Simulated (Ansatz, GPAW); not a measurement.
**Work function of a 3-layer slab of Zn(0001) at several levels**

How far do functional and basis move the work function of a 3-layer slab of Zn(0001)?

Method: Ansatz plane waves; slab in vacuum with a dipole correction, relaxation, in the first sound run; inputs show where later runs differ, in GPAW 26.7.0 and Ansatz 0.2.0.

**1. The structure**

The cell holds 3 atoms: 3 Zn. Cell: a = 2.660 Å, b = 2.660 Å, c = 18.937 Å, α = 90.0°, β = 90.0°, γ = 60.0°. Vacuum lies along c.

**2. Relaxing the atoms**

The atoms are relaxed first, since the surface dipole, and with it the work function, follows the positions of the outer layers. The lowest 1 atoms are held at bulk positions and keep their forces.

The input, input.yaml:

```yaml
crystal:
  lattice:
    - [2.66, 0.0, 0.0]
    - [1.33, 2.3036275741, 0.0]
    - [0.0, 0.0, 18.93696]
  atoms:
    - { symbol: Zn, position: [0.0, 0.0, 0.3696475041] }
    - { symbol: Zn, position: [0.6666666667, 0.6666666667, 0.5] }
    - { symbol: Zn, position: [0.0, 0.0, 0.6303524959] }
kpoints:
  mp_grid: { grid: [14, 14, 1] }
hamiltonian:
  xc: pbe
scf:
  occupations: { method: fermi_dirac, width: 0.1 }
efield:
  axis: 3
  dipole_correction: true
  ramp_width: 0.05
relax:
  f_tol: 0.02
  max_steps: 60
  constraints: [{ sites: [0] }]
output:
  write_potential: true
  write_density: true
  volumetric_format: npy
```

Command:

```
$ ansatz run input.yaml --threads 2 --pin off --max-ram 4096MiB --backend cpu --events-out ev --progress --plain --runs-dir out
```

Numbers of over 12 decimals in the logs are rounded to 6 here.

Output:

```text
Engine: ansatz 0.2.0, x86_64-unknown-linux-gnu
Pseudopotentials: kind: paw
Pseudopotential: Zn, paw, valence charge 12, recommended cutoff 420 eV (normal), Zn.paw.azcp
Functional definition: PBE
  parameter kappa = 0.804
  parameter beta = 0.066725
  exchange = pbe_x(kappa = kappa, mu = beta*pi^2/3)
  correlation = pbe_c(beta = beta)
Crystal: 3 atoms, lattice volume = 116.039 Å³
Basis set: ecut = 420 eV, 2313 PW (Γ), exchange–correlation on 36×36×256 points (8 copies of the dense FFT grid, shifted against one another)
Bands: 22, of which v1, the nominal top of the filled ones, is band 18 counted from 1 (17 counted from 0)
Symmetry: 6 space group operations
k-points: 24 of 196 (time reversal used)
Non-local potential: Zn, projectors of the file, l = 0: 2, l = 1: 2, l = 2: 3, l = 3: 1
PAW form: soft (Blöchl's): semilocal exchange-correlation on the pseudo side does not see the compensation charge
PAW one-centre angular grid: Zn, 590 points (default); XC on 64 Gauss nodes
Initial density: superposition of atomic densities (neutral atoms: chi_scale 0, normalization atom), corrected by the library's trained network
Initial wavefunctions: pseudopotential atomic-orbital guess
Functional: x = pbe(κ = 0.804, μ = 0.219515), c = pbe(β = 0.066725)
SCF iter   1: F=—  HF=-9956.833765 eV  |F-HF|=—  |Δ(HF+E_count)|=         —  Δρ=1.43e-3  dr2=2.05e-2  ethr=1.77e-3  p=0.000 e·Å  D=5.38e-14 V/Å  ΔV_dip=-0.00 eV  dr2_dipole=5.58e-8  V_vac-E_F(+/−)=3.93/3.93 eV  ⟨swp⟩=7.5  Hψ=3025  notcnv=0
efield: sawtooth ramp at fractional position 0.9750 (placed from the atoms, in the widest stretch of the axis that holds none; the zero of the levels goes with the place), width 0.0500; the density the first Hamiltonian is built on has a dipole p = 0.000 e·Å; the dipole correction subtracts the counter field D = 5.38e-14 V/Å, which shifts the + side's vacuum level by -0.00 eV against the − side's; the planar-averaged density in the ramp window peaks in size at 4.2e-5 e/Å³
preconditioner: auto → LDOS  [metal: Δε(μ)=0.060 eV  Ē_g=10.201 eV  σ=0.100 eV  W_gap=0.15  n_scr=12 (ndim 8)  ℏωp=20.7 eV  f_vac=0.551  D(μ)=1.24/eV (n_scr^D=8)  β→1.0]
SCF iter   2: F=—  HF=-9956.833742 eV  |F-HF|=—  |Δ(HF+E_count)|=   2.33e-5  Δρ=1.80e-3  dr2=2.88e-3  ethr=5.70e-5  p=0.000 e·Å  D=3.85e-6 V/Å  ΔV_dip=-0.00 eV  dr2_dipole=5.22e-8  V_vac-E_F(+/−)=4.14/4.14 eV  ⟨swp⟩=2.1  Hψ=1167  notcnv=0
SCF iter   3: F=—  HF=-9956.832914 eV  |F-HF|=—  |Δ(HF+E_count)|=   8.28e-4  Δρ=7.66e-4  dr2=8.61e-4  ethr=8.00e-6  p=0.000 e·Å  D=4.75e-7 V/Å  ΔV_dip=-0.00 eV  dr2_dipole=1.58e-8  V_vac-E_F(+/−)=4.14/4.14 eV  ⟨swp⟩=2.0  Hψ=983  notcnv=0
SCF iter   4: F=—  HF=-9956.832712 eV  |F-HF|=—  |Δ(HF+E_count)|=   2.02e-4  Δρ=1.88e-4  dr2=3.79e-4  ethr=2.39e-6  p=-0.000 e·Å  D=-4.07e-10 V/Å  ΔV_dip=0.00 eV  dr2_dipole=2.37e-9  V_vac-E_F(+/−)=4.14/4.14 eV  ⟨swp⟩=2.0  Hψ=951  notcnv=0
SCF iter   5: F=—  HF=-9956.832677 eV  |F-HF|=—  |Δ(HF+E_count)|=   3.51e-5  Δρ=6.69e-5  dr2=2.12e-5  ethr=1.05e-6  p=0.000 e·Å  D=1.10e-6 V/Å  ΔV_dip=-0.00 eV  dr2_dipole=8.49e-11  V_vac-E_F(+/−)=4.16/4.16 eV  ⟨swp⟩=1.8  Hψ=577  notcnv=0
SCF iter   6: F=-9956.832677 eV  HF=-9956.832678 eV  |F-HF|=3.30e-7  |Δ(HF+E_count)|=   8.53e-7  Δρ=3.58e-5  dr2=8.03e-7  ethr=2.78e-8  p=0.000 e·Å  D=6.87e-9 V/Å  ΔV_dip=-0.00 eV  dr2_dipole=7.09e-11  V_vac-E_F(+/−)=4.17/4.17 eV  ⟨swp⟩=12.5  Hψ=5913  notcnv=0
SCF 1 converged in 6 iterations: F = -9956.832677 eV  dr2 = 8.03e-7
  greatest PAW one-centre occupation: 0.982 electrons in one spin orbital (limit 2), on the Zn atom at site 0 (counted from 0), in its partial waves of l = 2
relax step   1: F+E_penalty+E_count = -9956.83267735 eV  Δ(F+E_penalty+E_count) = +0.000e0 eV  max|allowed force component| = 3.769e-2 eV/Å  Δτ_max = 0.0000 Å  (6 SCF iters, dr2 threshold 1.00e-5 eV, accepted)
Initial density: handed on by an earlier stage of this run
Initial wavefunctions: those handed on with the density
iter 1 solved again at ethr=3.18e-6 eV; its pass at ethr=3.10e-3 eV (dr2=1.15e-3 eV) is discarded
SCF iter   1: F=—  HF=-9956.834030 eV  |F-HF|=—  |Δ(HF+E_count)|=         —  Δρ=7.56e-4  dr2=5.69e-4  ethr=3.18e-6  p=0.000 e·Å  D=2.81e-7 V/Å  ΔV_dip=-0.00 eV  dr2_dipole=3.27e-9  V_vac-E_F(+/−)=4.17/4.17 eV  ⟨swp⟩=2.6  Hψ=2508  notcnv=0
efield: sawtooth ramp at fractional position 0.9750 (handed on by an earlier solve), width 0.0500; the density the first Hamiltonian is built on has a dipole p = 0.000 e·Å; the dipole correction subtracts the counter field D = 2.81e-7 V/Å, which shifts the + side's vacuum level by -0.00 eV against the − side's; the planar-averaged density in the ramp window peaks in size at 3.7e-6 e/Å³
preconditioner: auto → LDOS  [metal: Δε(μ)=0.090 eV  Ē_g=10.206 eV  σ=0.100 eV  W_gap=0.22  n_scr=12 (ndim 8)  ℏωp=20.7 eV  f_vac=0.546  D(μ)=1.20/eV (n_scr^D=8)  β→1.0]
SCF iter   2: F=—  HF=-9956.834063 eV  |F-HF|=—  |Δ(HF+E_count)|=   3.32e-5  Δρ=4.11e-4  dr2=2.46e-4  ethr=1.58e-6  p=0.000 e·Å  D=3.85e-4 V/Å  ΔV_dip=-0.01 eV  dr2_dipole=5.09e-5  V_vac-E_F(+/−)=4.15/4.16 eV  ⟨swp⟩=2.0  Hψ=989  notcnv=0
SCF iter   3: F=—  HF=-9956.834040 eV  |F-HF|=—  |Δ(HF+E_count)|=   2.30e-5  Δρ=3.14e-4  dr2=7.34e-5  ethr=6.84e-7  p=0.000 e·Å  D=8.17e-5 V/Å  ΔV_dip=-0.00 eV  dr2_dipole=4.98e-6  V_vac-E_F(+/−)=4.16/4.16 eV  ⟨swp⟩=2.0  Hψ=970  notcnv=0
SCF iter   4: F=—  HF=-9956.834008 eV  |F-HF|=—  |Δ(HF+E_count)|=   3.14e-5  Δρ=7.30e-5  dr2=8.09e-6  ethr=2.04e-7  p=0.000 e·Å  D=4.23e-5 V/Å  ΔV_dip=-0.00 eV  dr2_dipole=8.19e-7  V_vac-E_F(+/−)=4.16/4.16 eV  ⟨swp⟩=2.0  Hψ=929  notcnv=0
SCF iter   5: F=—  HF=-9956.834008 eV  |F-HF|=—  |Δ(HF+E_count)|=   3.10e-8  Δρ=2.51e-5  dr2=1.83e-6  ethr=2.25e-8  p=0.000 e·Å  D=4.09e-5 V/Å  ΔV_dip=-0.00 eV  dr2_dipole=3.16e-7  V_vac-E_F(+/−)=4.16/4.16 eV  ⟨swp⟩=2.5  Hψ=974  notcnv=0
SCF iter   6: F=—  HF=-9956.834008 eV  |F-HF|=—  |Δ(HF+E_count)|=   1.44e-8  Δρ=8.71e-6  dr2=1.04e-7  ethr=5.09e-9  p=0.000 e·Å  D=3.20e-5 V/Å  ΔV_dip=-0.00 eV  dr2_dipole=2.29e-8  V_vac-E_F(+/−)=4.16/4.16 eV  ⟨swp⟩=2.0  Hψ=921  notcnv=0
SCF iter   7: F=-9956.834008 eV  HF=-9956.834008 eV  |F-HF|=1.72e-8  |Δ(HF+E_count)|=   2.35e-8  Δρ=2.77e-6  dr2=1.06e-8  ethr=2.78e-10  p=0.000 e·Å  D=2.60e-5 V/Å  ΔV_dip=-0.00 eV  dr2_dipole=9.49e-10  V_vac-E_F(+/−)=4.16/4.16 eV  ⟨swp⟩=10.8  Hψ=4658  notcnv=0
SCF 2 converged in 7 iterations: F = -9956.834008 eV  dr2 = 1.06e-8
  greatest PAW one-centre occupation: 0.982 electrons in one spin orbital (limit 2), on the Zn atom at site 2 (counted from 0), in its partial waves of l = 2
relax step   2: F+E_penalty+E_count = -9956.83400844 eV  Δ(F+E_penalty+E_count) = -1.331e-3 eV  max|allowed force component| = 2.436e-2 eV/Å  Δτ_max = 0.0424 Å  (7 SCF iters, accepted)
SCF iter   1: F=—  HF=-9956.835119 eV  |F-HF|=—  |Δ(HF+E_count)|=         —  Δρ=1.63e-3  dr2=2.50e-3  ethr=7.55e-5  p=0.000 e·Å  D=2.63e-5 V/Å  ΔV_dip=-0.00 eV  dr2_dipole=3.92e-6  V_vac-E_F(+/−)=4.16/4.16 eV  ⟨swp⟩=6.3  Hψ=2551  notcnv=0
efield: sawtooth ramp at fractional position 0.9750 (handed on by an earlier solve), width 0.0500; the density the first Hamiltonian is built on has a dipole p = 0.000 e·Å; the dipole correction subtracts the counter field D = 2.63e-5 V/Å, which shifts the + side's vacuum level by -0.00 eV against the − side's; the planar-averaged density in the ramp window peaks in size at 4.1e-6 e/Å³
preconditioner: auto → LDOS  [metal: Δε(μ)=0.098 eV  Ē_g=10.154 eV  σ=0.100 eV  W_gap=0.24  n_scr=12 (ndim 8)  ℏωp=20.7 eV  f_vac=0.542  D(μ)=1.08/eV (n_scr^D=6)  β→1.0]
SCF iter   2: F=—  HF=-9956.835337 eV  |F-HF|=—  |Δ(HF+E_count)|=   2.18e-4  Δρ=9.37e-4  dr2=1.20e-3  ethr=6.95e-6  p=0.000 e·Å  D=6.25e-4 V/Å  ΔV_dip=-0.01 eV  dr2_dipole=2.48e-4  V_vac-E_F(+/−)=4.14/4.15 eV  ⟨swp⟩=2.0  Hψ=1170  notcnv=0
SCF iter   3: F=—  HF=-9956.835199 eV  |F-HF|=—  |Δ(HF+E_count)|=   1.38e-4  Δρ=6.62e-4  dr2=3.29e-4  ethr=3.34e-6  p=0.000 e·Å  D=2.82e-5 V/Å  ΔV_dip=-0.00 eV  dr2_dipole=2.66e-5  V_vac-E_F(+/−)=4.15/4.15 eV  ⟨swp⟩=2.0  Hψ=986  notcnv=0
SCF iter   4: F=—  HF=-9956.835068 eV  |F-HF|=—  |Δ(HF+E_count)|=   1.31e-4  Δρ=1.66e-4  dr2=3.72e-5  ethr=9.14e-7  p=-0.000 e·Å  D=-6.99e-5 V/Å  ΔV_dip=0.00 eV  dr2_dipole=6.42e-6  V_vac-E_F(+/−)=4.15/4.14 eV  ⟨swp⟩=2.0  Hψ=938  notcnv=0
SCF iter   5: F=—  HF=-9956.835055 eV  |F-HF|=—  |Δ(HF+E_count)|=   1.26e-5  Δρ=4.49e-5  dr2=6.70e-6  ethr=1.03e-7  p=-0.000 e·Å  D=-1.17e-4 V/Å  ΔV_dip=0.00 eV  dr2_dipole=1.80e-6  V_vac-E_F(+/−)=4.15/4.14 eV  ⟨swp⟩=2.6  Hψ=1024  notcnv=0
SCF iter   6: F=—  HF=-9956.835056 eV  |F-HF|=—  |Δ(HF+E_count)|=   3.20e-7  Δρ=1.20e-5  dr2=3.75e-7  ethr=1.86e-8  p=-0.000 e·Å  D=-1.44e-4 V/Å  ΔV_dip=0.00 eV  dr2_dipole=1.57e-7  V_vac-E_F(+/−)=4.15/4.14 eV  ⟨swp⟩=2.8  Hψ=955  notcnv=0
SCF iter   7: F=-9956.835056 eV  HF=-9956.835056 eV  |F-HF|=1.84e-8  |Δ(HF+E_count)|=   1.46e-8  Δρ=5.59e-6  dr2=3.63e-8  ethr=2.78e-10  p=-0.000 e·Å  D=-1.61e-4 V/Å  ΔV_dip=0.00 eV  dr2_dipole=5.87e-9  V_vac-E_F(+/−)=4.15/4.14 eV  ⟨swp⟩=11.1  Hψ=4787  notcnv=0
SCF 3 converged in 7 iterations: F = -9956.835056 eV  dr2 = 3.63e-8
relax step   3: F+E_penalty+E_count = -9956.83505567 eV  Δ(F+E_penalty+E_count) = -1.047e-3 eV  max|allowed force component| = 1.084e-2 eV/Å  Δτ_max = 0.0899 Å  (7 SCF iters, accepted)
NSCF: frozen V_eff on 24 k-points
the band table was solved once a step of the walk had ended and its energy, with any forces and stress, was formed, with the checks that follow a solve (3595 applications of the Hamiltonian). They found nothing against the state; the energy, forces and stress were not computed again (output.eigenvalues in the input reference)
WARN: The input density's exchange-correlation potential varies sharply where the density is thin. Do not read a vacuum level from v_tot or v_xc, or from such a field of the output density. On a cell that repeats whose density bears no net charge and no dipole along the vacuum's axis use v_es (v_loc + v_h of the components); under efield.dipole_correction with no amplitude use v_es + v_field, which holds any external [...]
SCF converged after 7 iterations
Free energy (F): -9956.835056 eV
Harris-Foulkes:  -9956.835056 eV  (|F-HF|=1.84e-8)
Internal energy: -9956.800332 eV  (E = F + TS)
E sigma→0 (E₀):  -9956.817694 eV
Entropy (-TS):   -0.034724 eV (-11.575 meV/atom)
Fermi energy:    1.791913 eV
Dipole field:    D = -0.000296 V/Å  (p = -0.000190 e·Å, saw-weighted, corrected)
Work function:   Φ+ = 4.1469 eV   Φ− = 4.1413 eV
Levels:          The Fermi level and band energies are counted from a zero that moves with the ramp; work functions are not
--- Per-component energies (eV) ---
  E_band       = -176.769083
  E_kinetic    = 391.233605
  E_local      = -27594.135847  (includes V_loc(G=0)·N_el)
  E_nonlocal   = 1831.619833
  E_hartree    = 13263.012084
  E_xc         = -411.710617
  E_vxc        = -155.823704  (∫ρ·V_xc dr)
  E_paw        = -5474.605802  (= ΣΔE_a)
  E_vpaw       = -1175.687836  (= ΣTr[D̂ρ^β])
  E_aug_tail   = -0.001100  (compensation charges beyond the density's cutoff)
  E_efield     = 0.000000  (sawtooth field / dipole correction)
  E_vefield    = 0.000722  (∫n·V_field dr)
  E_ewald      = 8037.787513
  E_smearing   = -0.034724  (= −TS)
  E_closure    = -0.000000  (closes the sum)
  Σ components = -9956.835056   (vs F -9956.835056, Δ=0.00e0)
--- Forces (eV/Å), atoms counted from 1 ---
  atom   1  Zn    -0.00000000     0.00000000     0.00724076
  atom   2  Zn    -0.00000000     0.00000000    -0.01083912
  atom   3  Zn     0.00000000     0.00000000     0.00361257
  max |Σ_I F_I| component: 1.42e-5 eV/Å
--- Band table (eV; the first three rows and the last of 24) ---
  k-point 0: bands = [... 14 lower, -5.0561, -5.0433, -5.0433, -3.1871, -0.3126, 3.1781, 5.4312, 5.7818]
  k-point 1: bands = [... 14 lower, -5.0619, -5.0469, -5.0197, -3.0835, -0.1175, 3.3236, 5.5725, 5.9279]
  k-point 2: bands = [... 14 lower, -5.0784, -5.0571, -4.8031, -2.7660, 0.4432, 3.7579, 5.9960, 6.3652]
  k-point 23: bands = [... 14 lower, -5.1024, 1.8496, 2.0505, 3.0439, 3.7628, 4.0350, 5.2250, 5.5361]
--- Relaxed structure (3 steps of the walk, 3 accepted, 0 SCFs on fresh bases) ---
  F+E_penalty+E_count = -9956.83505567 eV   max|allowed force component| = 1.084e-2 eV/Å
  atoms:
    - { symbol: Zn, position: [0.0, 0.0, 0.369648] }
    - { symbol: Zn, position: [0.666667, 0.666667, 0.503733] }
    - { symbol: Zn, position: [0, 0, 0.637337] }
```

Run time: 10 s. Hardware: 2 threads of Intel Xeon 6975P-C (Granite Rapids), shared host; peak memory 0.44 GiB.

The steps of the relaxation:

| step | energy less that of the first step (eV) | largest force component (eV/Å) |
| --- | --- | --- |
| 1 | 0.0000 | 0.0377 |
| 2 | -0.0013 | 0.0244 |
| 3 | -0.0024 | 0.0108 |

The run keeps the 6 symmetry operations that it works with, so distortions that break them were not tested.

The atoms that moved most (Å):

| atom | dx | dy | dz | length |
| --- | --- | --- | --- | --- |
| Zn3 | 0.000 | 0.000 | 0.132 | 0.132 |
| Zn2 | 0.000 | 0.000 | 0.071 | 0.071 |

Final coordinates:

```xyz
3
Lattice="2.6600 0.0000 0.0000 1.3300 2.3036 0.0000 0.0000 0.0000 18.9370" Properties=species:S:1:pos:R:3
Zn    0.0000    0.0000    7.0000
Zn    2.6600    1.5358    9.5392
Zn    0.0000    0.0000   12.0692
```

This step gave:

| Quantity | Value |
| --- | --- |
| free energy | -9956.8351 eV |
| smearing term TS | 0.03472 eV |
| symmetry operations | 6 |
| upper work function | 4.147 eV |
| lower work function | 4.141 eV |
| dipole along the normal | -1.90e-4 e·Å |
| dipole field | -2.96e-4 V/Å |
| vacuum level above | 5.939 eV |
| vacuum level below | 5.933 eV |

Electrostatic potential energy of an electron (with the applied field's), less the Fermi level, planar mean against z:

| z (Å) | electrostatic potential energy of an electron (with the applied field's), less the Fermi level, planar mean (eV) |
| --- | --- |
| 0 | 4.14 |
| 1 | 4.14 |
| 2 | 4.14 |
| 3 | 4.14 |
| 4 | 4.12 |
| 5 | 3.88 |
| 6 | 0.720 |
| 7 | -14.2 |
| 8 | 0.158 |
| 9 | -7.91 |
| 10 | -9.45 |
| 11 | 0.472 |
| 12 | -14.2 |
| 13 | 0.0124 |
| 14 | 3.83 |
| 15 | 4.12 |
| 16 | 4.14 |
| 17 | 4.15 |
| 18 | 4.15 |

Table of valence density, planar mean by z:

| z (Å) | valence density, planar mean (e/Å³) |
| --- | --- |
| 3.5 | 2.0e-4 |
| 4.0 | 7.2e-4 |
| 4.5 | 0.00264 |
| 5.0 | 0.00961 |
| 5.5 | 0.0347 |
| 6.0 | 0.124 |
| 6.5 | 0.553 |
| 7.0 | 2.52 |
| 7.5 | 0.579 |
| 8.0 | 0.157 |
| 8.5 | 0.155 |
| 9.0 | 0.488 |
| 9.5 | 2.50 |
| 10.0 | 0.681 |
| 10.5 | 0.170 |
| 11.0 | 0.148 |
| 11.5 | 0.442 |
| 12.0 | 2.47 |
| 12.5 | 0.770 |
| 13.0 | 0.147 |
| 13.5 | 0.0414 |
| 14.0 | 0.0116 |
| 14.5 | 0.00312 |
| 15.0 | 8.6e-4 |
| 15.5 | 2.3e-4 |

The relaxation lowered the energy of the cell by 0.00238 eV.

**3. Plane waves, PBE**

The work function is the vacuum plateau of the electrostatic potential less the Fermi level; a dipole layer lets the two faces have plateaus of their own.

This step: GPAW, PAW setups; slab in vacuum (GPAW 26.7.0).

The input, run.py:

```python
import json
import numpy as np
from ase import Atoms
from gpaw import GPAW, PW

slab = Atoms(
    ['Zn', 'Zn', 'Zn'],
    positions=[
        [0.00000, 0.00000, 7.00000],
        [2.66000, 1.53575, 9.53917],
        [0.00000, -0.00000, 12.06923]],
    cell=[[2.66, 0.0, 0.0], [1.33, 2.30363, 0.0], [0.0, 0.0, 18.93696]],
    pbc=[True, True, False])

slab.calc = GPAW(mode=PW(400), xc='PBE', kpts={'size': (14, 14, 1), 'gamma': True},
                 occupations={'name': 'fermi-dirac', 'width': 0.1}, nbands='140%',
                 convergence={'density': 1e-05}, maxiter=200,
                 poissonsolver={'dipolelayer': 'xy'},
                 symmetry={'tolerance': 1e-3}, txt='slab.txt')
result = {}
energy = slab.get_potential_energy()
fermi = slab.calc.get_fermi_level()
v = slab.calc.get_electrostatic_potential().mean((0, 1)) - fermi
n = slab.calc.get_pseudo_density().mean((0, 1))
L = slab.cell[2, 2]
z = np.arange(len(v)) * L / len(v)
low, high = slab.positions[:, 2].min(), slab.positions[:, 2].max()
below, above = np.interp([low - 4.8, high + 4.8], z, v)
slopes = [np.interp(x, z, np.gradient(v, z)) for x in (low - 4.8, high + 4.8)]
eps = np.array([[slab.calc.get_eigenvalues(k, s) for k in range(len(slab.calc.get_ibz_k_points()))]
                for s in range(slab.calc.get_number_of_spins())]) - fermi
top, bottom = eps[eps < 0].max(), eps[eps > 0].min()
dipole = slab.get_dipole_moment()[2]
print(f'energy {energy:.4f} eV, Fermi level {fermi:.4f} eV, dipole {dipole:.5f} e A')
print(f'potential 4.8 A off the faces, from the Fermi level: lower {below:.4f} eV, upper {above:.4f} eV')
print(f'slope of the potential there: lower {slopes[0]:.5f}, upper {slopes[1]:.5f} eV/A')
print(f'nearest levels on the mesh: {top:.4f} and {bottom:.4f} eV')
print('magnetic moment', round(slab.get_magnetic_moment(), 3))
result.update(energy=energy, fermi=fermi, dipole=dipole, below=below, above=above, slopes=slopes, edges=[top, bottom],
              z=z.tolist(), v=v.tolist(), n=n.tolist(), positions=slab.positions.tolist(),
              forces=slab.get_forces(apply_constraint=False).tolist(), moments=slab.get_magnetic_moments().tolist())
json.dump(result, open('result.json', 'w'))
```

Command:

```
$ OMP_NUM_THREADS=1 OPENBLAS_NUM_THREADS=2 python run.py
```

Output:

```text
energy -3.1713 eV, Fermi level 0.0673 eV, dipole -0.00023 e A
potential 4.8 A off the faces, from the Fermi level: lower 4.1469 eV, upper 4.1497 eV
slope of the potential there: lower -0.00055, upper 0.00043 eV/A
nearest levels on the mesh: -0.0624 and 0.0275 eV
magnetic moment 0.0
```

It took 18 s on 2 threads; peak memory 0.18 GiB.

Numbers from this step:

| Item | Value |
| --- | --- |
| dipole along the normal | -2.31e-4 e·Å |
| levels nearest the Fermi level on the mesh | -0.06236, 0.02747 eV from the Fermi level |
| upper work function | 4.150 eV |
| lower work function | 4.147 eV |

The electrostatic potential energy of an electron (without an applied field's), less the Fermi level, planar mean by z:

| z (Å) | electrostatic potential energy of an electron (without an applied field's), less the Fermi level, planar mean (eV) |
| --- | --- |
| 0.0 | 4.15 |
| 0.5 | 4.15 |
| 1.0 | 4.15 |
| 1.5 | 4.15 |
| 2.0 | 4.15 |
| 2.5 | 4.15 |
| 3.0 | 4.15 |
| 3.5 | 4.14 |
| 4.0 | 4.13 |
| 4.5 | 4.08 |
| 5.0 | 3.89 |
| 5.5 | 3.21 |
| 6.0 | 0.762 |
| 6.5 | -7.38 |
| 7.0 | -16.8 |
| 7.5 | -7.61 |
| 8.0 | 0.114 |
| 8.5 | 0.339 |
| 9.0 | -6.80 |
| 9.5 | -17.0 |
| 10.0 | -8.70 |
| 10.5 | -0.225 |
| 11.0 | 0.468 |
| 11.5 | -6.02 |
| 12.0 | -16.7 |
| 12.5 | -9.12 |
| 13.0 | 0.0763 |
| 13.5 | 3.02 |
| 14.0 | 3.84 |
| 14.5 | 4.07 |
| 15.0 | 4.13 |
| 15.5 | 4.14 |
| 16.0 | 4.15 |
| 16.5 | 4.15 |
| 17.0 | 4.15 |
| 17.5 | 4.15 |
| 18.0 | 4.15 |
| 18.5 | 4.15 |

Table of pseudo valence density, planar mean by z:

| z (Å) | pseudo valence density, planar mean (e/Å³) |
| --- | --- |
| 0.00 | 0 |
| 0.42 | 0 |
| 1.05 | 0 |
| 1.47 | 0 |
| 2.10 | 5.8e-6 |
| 2.52 | 1.7e-5 |
| 2.95 | 4.8e-5 |
| 3.58 | 2.4e-4 |
| 4.00 | 7.0e-4 |
| 4.63 | 0.00362 |
| 5.05 | 0.0108 |
| 5.47 | 0.0319 |
| 6.10 | 0.161 |
| 6.52 | 0.680 |
| 7.15 | 2.04 |
| 7.57 | 0.457 |
| 8.00 | 0.160 |
| 8.63 | 0.186 |
| 9.05 | 0.642 |
| 9.68 | 2.09 |
| 10.10 | 0.486 |
| 10.73 | 0.137 |
| 11.15 | 0.181 |
| 11.57 | 0.628 |
| 12.20 | 2.12 |
| 12.62 | 0.491 |
| 13.26 | 0.0756 |
| 13.68 | 0.0262 |
| 14.10 | 0.00885 |
| 14.73 | 0.00172 |
| 15.15 | 5.8e-4 |
| 15.78 | 1.1e-4 |
| 16.20 | 3.9e-5 |
| 16.62 | 1.4e-5 |
| 17.25 | 2.5e-6 |
| 17.67 | 0 |
| 18.31 | 0 |
| 18.73 | 0 |

The potential is flat to 5.5e-4 eV/Å where it is read, so the vacuum is wide enough. The geometry is the other program's minimum; here the largest force on a free atom is 0.011 eV/Å.

(Part 1 of 3 ends here.)

[Logs are printed without paths, hosts, clocks, repeated set-up lines and the standing remarks that a program may print on its own settings, such as how far it seeks lower states.]

[Hosts, paths, dates, database ids (printed as entryN), source tags and the programs' standing remarks are cut or masked in the printed files.]
